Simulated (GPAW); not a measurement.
# Optical response of WBrCl3O, part 2 of 2

Wanted: where WBrCl3O starts to absorb, how strongly, and its refractive index.

GPAW 26.7.0; DFT, PBE, plane-wave PAW (GPAW data sets), scalar-relativistic, RPA, optical limit.

So far. Step 2 (Ground state): There is a gap, 1.52 eV on this mesh (points off the mesh can give less), so no carriers' term is needed.

### 4. Dielectric function, RPA

Local fields let the induced charge screen the field inside the cell, which as a rule lowers ε, most along directions where the density is uneven.

This step: DFT, PBE, plane-wave PAW (GPAW data sets), scalar-relativistic, RPA, optical limit (GPAW 26.7.0).

df.py

```python
from gpaw.response.df import DielectricFunction

df = DielectricFunction('full.gpw', frequencies={'type': 'nonlinear', 'domega0': 0.03, 'omega2': 8},
                        ecut=80,
                        eta=0.15,
                        nbands=77,
                        txt='df.txt')
for direction in ['x', 'y', 'z']:
    df.get_dielectric_function(xc='RPA', direction=direction, filename=f'df_{direction}.csv')
```

Started as:

```console
OMP_NUM_THREADS=1 python df.py
```

The log of the run:

```text
Using integrator: PointIntegrator
NonLinearFrequencyDescriptor(from 0.000 to 101.651 eV, 542 points)
Nonperiodic BCs:  [False False False]
Using integrator: PointIntegrator
NonLinearFrequencyDescriptor(from 0.000 to 101.651 eV, 542 points)
Nonperiodic BCs:  [False False False]

Calculating chi0 body with:
    Ground state adapter containing:
    Number of spins: 1
    Number of kpoints: 128
    Number of irreducible kpoints: 68
    Number of completely occupied states: 24
    Number of partially occupied states: 24

    Linear response parametrization:
    q_c: [0.0, 0.0, 0.0]
    Number of frequency points: 542
    Planewave cutoff: 80.0
    Number of bands: 77
    Number of planewaves: 263
    Broadening (eta): 0.15

Integrating chi0 body.

Symmetries of q_c:
    Direct symmetries (Uq -> q): 1
    Indirect symmetries (TUq -> q): 1
In total 2 allowed symmetries.

68 groups of equivalent kpoints. 46.875% reduction.

Integral kind: spectral function

Calculating chi0 optical extensions with:
    Ground state adapter containing:
    Number of spins: 1
    Number of kpoints: 128
    Number of irreducible kpoints: 68
    Number of completely occupied states: 24
    Number of partially occupied states: 24

    Linear response parametrization:
    Number of frequency points: 542
    Planewave cutoff: 80.0
    Number of bands: 77
    Number of planewaves: 263
    Broadening (eta): 0.15
Integrating chi0 head and wings.

Symmetries of q_c:
    Direct symmetries (Uq -> q): 1
    Indirect symmetries (TUq -> q): 1
In total 2 allowed symmetries.

68 groups of equivalent kpoints. 46.875% reduction.

Integral kind: spectral function wings
```

It took 2.2 min on 1 thread of Arm Neoverse V1, shared host; peak memory 2.1 GiB.

Numbers from this step:

| Quantity | Value |
| --- | --- |
| electronic dielectric constant ε∞, mean over x, y and z (by symmetry where fewer were run) | 3.979 |

Some rows of df_x.csv (energy; Re and Im without local fields; Re and Im with them):

```text
0.000000, 5.406690, 0.000000, 4.784854, 0.000000
0.555532, 5.534526, 0.073696, 4.895820, 0.063966
1.143969, 6.055600, 0.223852, 5.348118, 0.194449
1.768324, 7.745318, 1.334183, 6.808966, 1.174792
2.431988, 7.554942, 3.727937, 6.432329, 3.044828
3.138794, 0.125657, 5.953198, 0.720514, 5.672594
3.893091, 0.312931, 2.256258, 0.578760, 1.995796
4.699832, 1.591620, 1.524809, 1.480560, 1.286907
5.564682, 1.451738, 0.921053, 0.872781, 1.545041
6.494155, 2.346903, 0.681913, 2.059336, 0.656907
7.495775, 4.008857, 1.299072, 3.387238, 1.210204
8.578281, 3.076361, 1.233022, 2.423425, 1.071843
9.751884, 2.390974, 2.209650, 1.536046, 1.743691
11.028587, 2.489956, 2.388064, 1.423579, 1.412725
12.422601, 1.377321, 3.018006, 1.205509, 1.565006
13.950874, 0.271253, 2.709435, 0.725350, 1.498636
15.633783, -0.392781, 2.253800, 0.804905, 1.202001
17.496047, -0.479865, 1.372409, 0.692474, 1.090943
19.567954, -0.355303, 0.794149, 0.797764, 1.041309
```

The Im ε has structure finer than the step of the table below, so its rows give means over 1 eV, whole bins alone (the curve runs from 0 to 19.9 eV). Peaks (eV: height): E ∥ x 2.9: 8.56, 7.8: 2.81, 9.1: 2.69; E ∥ y 2.5: 1.99, 7.6: 2.68, 9.1: 4.48; E ∥ z 2.4: 2.57, 7.5: 3.24, 8.9: 3.61.

Sum at mesh points, not converged in k; values under the direct gap are tails of Lorentzian lines. Table of Im ε by photon energy; means over each step:

```
photon energy (eV)  E ∥ x   E ∥ y  E ∥ z
                 1  0.178  0.0802  0.153
                 2   2.22   0.981   1.82
                 3   5.76    1.44   1.42
                 4   1.88   0.956  0.894
                 5   1.34   0.642  0.658
                 6  0.735   0.924   1.15
                 7  0.678    1.46   1.89
                 8   1.73    2.15   2.56
                 9   1.95    3.15   3.00
                10   1.75    2.29   2.24
                11   1.51    1.89   1.82
                12   1.69    1.87   1.81
                13   1.65    1.55   1.51
                14   1.47    1.30   1.27
                15   1.18    1.29   1.27
                16   1.16    1.37   1.26
                17   1.10    1.14   1.10
                18  0.996   0.948  0.895
                19  0.905   0.818  0.785
```

The reflectivity at normal incidence has structure finer than the step of the table below, so its rows give means over 0.5 eV, whole bins alone (the curve runs from 0 to 19.9 eV). Peaks (eV: height): E ∥ x 2.90: 34.3, 5.47: 11.0, 7.79: 14.7, 9.09: 14.1; E ∥ y 2.39: 13.0, 7.55: 14.5, 9.15: 23.2, 16.34: 10.8; E ∥ z 1.77: 15.0, 5.66: 10.1, 7.44: 17.0, 8.96: 18.9, 12.59: 12.2, 16.54: 10.3.

Sum at mesh points, not converged in k. Table of reflectivity at normal incidence by photon energy; means over each step:

```csv
photon energy (eV),E ∥ x (%),E ∥ y (%),E ∥ z (%)
0.5,14.2,8.93,10.5
1.0,15.3,9.46,11.3
1.5,17.9,10.8,13.7
2.0,21.7,11.9,14.7
2.5,24.0,11.8,11.9
3.0,32.1,8.75,7.83
3.5,25.5,7.05,6.88
4.0,12.9,7.35,6.81
4.5,6.16,5.61,6.06
5.0,5.50,6.88,7.54
5.5,8.51,8.23,9.50
6.0,2.24,7.93,9.13
6.5,4.05,8.64,9.91
7.0,5.22,11.6,12.8
7.5,10.7,14.3,16.3
8.0,9.93,11.0,12.8
8.5,6.51,12.3,13.1
9.0,12.6,19.5,18.2
9.5,10.2,16.7,15.4
10.0,9.26,13.6,14.0
10.5,8.47,12.0,11.8
11.0,7.07,10.9,10.8
11.5,8.71,10.9,10.9
12.0,9.19,11.3,11.2
12.5,8.66,12.1,11.9
13.0,9.51,11.0,11.0
13.5,9.78,9.15,9.17
14.0,9.82,8.41,7.94
14.5,8.40,7.63,8.22
15.0,6.89,7.72,8.83
15.5,6.91,8.38,7.96
16.0,7.19,9.91,8.76
16.5,6.66,10.5,10.1
17.0,6.68,10.1,10.0
17.5,7.06,9.46,9.12
18.0,7.02,8.84,8.43
18.5,5.65,8.42,7.69
19.0,4.93,8.09,7.42
19.5,5.60,7.69,7.07
```

The loss function −Im 1/ε at q → 0 has structure finer than the step of the table below, so its rows give means over 1 eV, whole bins alone (the curve runs from 0 to 19.9 eV). Peaks (eV: height): E ∥ x 4.3: 0.533, 5.7: 0.563, 8.0: 0.373, 18.2: 0.756; E ∥ y 19.7: 1.08; E ∥ z 2.6: 0.201, 19.6: 1.05.

Sum at mesh points, not converged in k; values under the direct gap are tails of Lorentzian lines. Loss function −Im 1/ε at q → 0 against energy loss; means over each step:

```
energy loss (eV)    E ∥ x    E ∥ y    E ∥ z
               1  0.00604  0.00595  0.00842
               2   0.0463   0.0578   0.0947
               3    0.148    0.150    0.174
               4    0.458    0.134    0.128
               5    0.306   0.0794   0.0716
               6    0.287   0.0983    0.104
               7    0.106   0.0914    0.104
               8    0.236    0.180    0.209
               9    0.224    0.201    0.244
              10    0.342    0.361    0.380
              11    0.350    0.401    0.421
              12    0.383    0.429    0.452
              13    0.430    0.555    0.575
              14    0.547    0.585    0.592
              15    0.594    0.559    0.612
              16    0.604    0.605    0.632
              17    0.626    0.774    0.802
              18    0.715    0.882    0.912
              19    0.650    0.975    0.963
```

The Im ε, E ∥ x has structure finer than the step of the table below, so its rows give means over 0.5 eV, whole bins alone (the curve runs from 0 to 19.9 eV). Peaks (eV: height): without local fields 2.82: 10.3, 7.79: 2.85, 11.63: 3.50; with local fields 2.86: 8.56, 7.79: 2.81, 9.09: 2.69.

Sum at mesh points, not converged in k; values under the direct gap are tails of Lorentzian lines. The Im ε, E ∥ x by photon energy; means over each step:

| photon energy (eV) | without local fields | with local fields |
| --- | --- | --- |
| 0.5 | 0.0666 | 0.0578 |
| 1.0 | 0.178 | 0.155 |
| 1.5 | 0.588 | 0.514 |
| 2.0 | 2.96 | 2.59 |
| 2.5 | 5.10 | 4.10 |
| 3.0 | 7.80 | 6.88 |
| 3.5 | 3.48 | 3.31 |
| 4.0 | 1.97 | 1.86 |
| 4.5 | 1.31 | 1.23 |
| 5.0 | 1.31 | 1.16 |
| 5.5 | 1.05 | 1.56 |
| 6.0 | 0.484 | 0.536 |
| 6.5 | 0.592 | 0.613 |
| 7.0 | 0.492 | 0.582 |
| 7.5 | 1.54 | 1.46 |
| 8.0 | 1.94 | 1.91 |
| 8.5 | 1.27 | 1.11 |
| 9.0 | 2.37 | 2.27 |
| 9.5 | 2.22 | 1.92 |
| 10.0 | 2.21 | 1.78 |
| 10.5 | 2.30 | 1.63 |
| 11.0 | 2.41 | 1.44 |
| 11.5 | 3.18 | 1.70 |
| 12.0 | 3.25 | 1.70 |
| 12.5 | 3.09 | 1.62 |
| 13.0 | 3.08 | 1.67 |
| 13.5 | 2.95 | 1.62 |
| 14.0 | 2.65 | 1.48 |
| 14.5 | 2.40 | 1.27 |
| 15.0 | 2.55 | 1.15 |
| 15.5 | 2.43 | 1.18 |
| 16.0 | 2.00 | 1.17 |
| 16.5 | 1.64 | 1.09 |
| 17.0 | 1.50 | 1.11 |
| 17.5 | 1.37 | 1.09 |
| 18.0 | 1.08 | 1.00 |
| 18.5 | 0.932 | 0.893 |
| 19.0 | 0.891 | 0.878 |
| 19.5 | 0.817 | 1.01 |

Optical constants at common wavelengths, from n + ik = √ε:

```
wavelength (nm)   n x    k x  R (%) x   1/α x   n y    k y  R (%) y   1/α y
            800  2.48  0.104     18.1  612 nm  1.99  0.073     11.0  877 nm
            633  2.71  0.444     22.3  113 nm  2.01  0.214     11.7  236 nm
            532  2.47  0.566     20.1   75 nm  2.02  0.378     12.8  112 nm
            450  2.82  1.316     31.0   27 nm  1.71  0.436      9.3   82 nm
            405  1.88  1.629     31.3   20 nm  1.71  0.386      8.7   83 nm
            248  1.30  0.410      4.8   48 nm  1.68  0.195      6.9  101 nm
            193  1.45  0.210      4.0   73 nm  1.76  0.212      8.2   73 nm
```

Below the direct gap, k and the depth come from the tails of the Lorentzian lines, not from transitions.

Rows near the edge hang on the gap, which this functional as a rule makes too small, and phonon-assisted absorption is left out.

### 5. Results

| Property | Result |
| --- | --- |
| electronic dielectric constant ε∞, mean over x, y and z (by symmetry where fewer were run) (RPA) | 3.98 |

What this shows: At this level (PBE, RPA) WBrCl3O has a mean ε∞ = 3.98 and n = 2.24 at 1550 nm (E ∥ x). On the mesh the gap is 1.52 eV and the least direct gap 1.58 eV, so on this mesh the band edges lie at different points. Local fields change the static value along x from 5.41 to 4.78 (-12 %). The static values by axis are 4.78 (x), 3.39 (y), 3.76 (z). Excitons and phonon-assisted transitions are missing; PBE gaps are as a rule too small, which pulls the onset down and ε∞ up. Spin-orbit coupling is left out although heavy atoms are present. In this version of GPAW the matrix elements of the optical limit are incomplete, which can lower ε − 1 by up to a tenth where first-row anions or d states rule, and shift it by more in d metals. The sum runs over mesh points 0.24 Å⁻¹ apart with no interpolation, so peaks are partly noise of the mesh and static values carry its error. Besides steps told in other documents, this task had 1 run with a known fault of program or setting; those not told in a step above aren't shown.

[Machine, clock and banner lines and Python warnings are left out of the logs.]

[Logs are printed without paths, hosts, clocks, repeated set-up lines and the standing remarks that a program may print on its own settings, such as how far it seeks lower states.]

[Hosts, paths, dates, database ids (printed as entryN), source tags and the programs' standing remarks are cut or masked in the printed files.]
